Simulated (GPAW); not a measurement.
Computed results, one entry a study.

**Quasiparticle gap of C (Fd-3m) in GPAW**

The structure is cubic, space group Fd-3m (No. 227). The conventional cell has a = 3.567 Å, b = 3.567 Å, c = 3.567 Å, α = 90.00°, β = 90.00°, γ = 90.00°. Nearest to C lie 4 C at 1.54 Å.

| Quantity | Value |
| --- | --- |
| method | DFT, LDA, plane waves, PAW (and 1 further level or step) |
| program | GPAW 26.7.0 |
| settings of one run | cutoff 600 eV, GPAW PAW setups 1.2.1 data release, 6×6×6 k-mesh, nbands 57 |
| cost | 4 runs, 24 s in all on 4 MPI ranks of Arm Neoverse V1, shared host (the runs of this entry) |
| notes | The cell and positions come from the Crystallography Open Database and are kept as given unless a step says otherwise. Only 2 of the mesh’s irreducible points were corrected, so a valley elsewhere could overtake. Bands and cutoff are finite, so the gap is not at the basis limit. The miss can reach some tenths of an eV and take either sign; the mesh is an error of its own. The 6×6×6 mesh is coarse for this cell, which bears on the long-range parts of exchange and screening. |
| LDA gap | 4.10 eV, indirect |
| G0W0 gap on the mesh | 5.40 eV |
| G0W0 gap over the zone (rigid shift) | 5.38 eV |
| GW settings | 6×6×6 mesh, 47 bands, screening to 150 eV, Godby-Needs plasmon pole |
| known limits | not at the basis limit; coarse k mesh |

G0W0 moves the gap on the mesh from 4.13 eV to 5.40 eV (+1.28 eV), with Z of 0.83 and 0.84 at the edges. The mesh misses the band edges by 0.02 eV in all; a rigid shift gives 5.38 eV for the zone.

[Runs of the session that timed out or met a known fault of the program may be left out.]

[Hosts, paths, dates, database ids (printed as entryN), source tags and the programs' standing remarks are cut or masked in the printed files.]
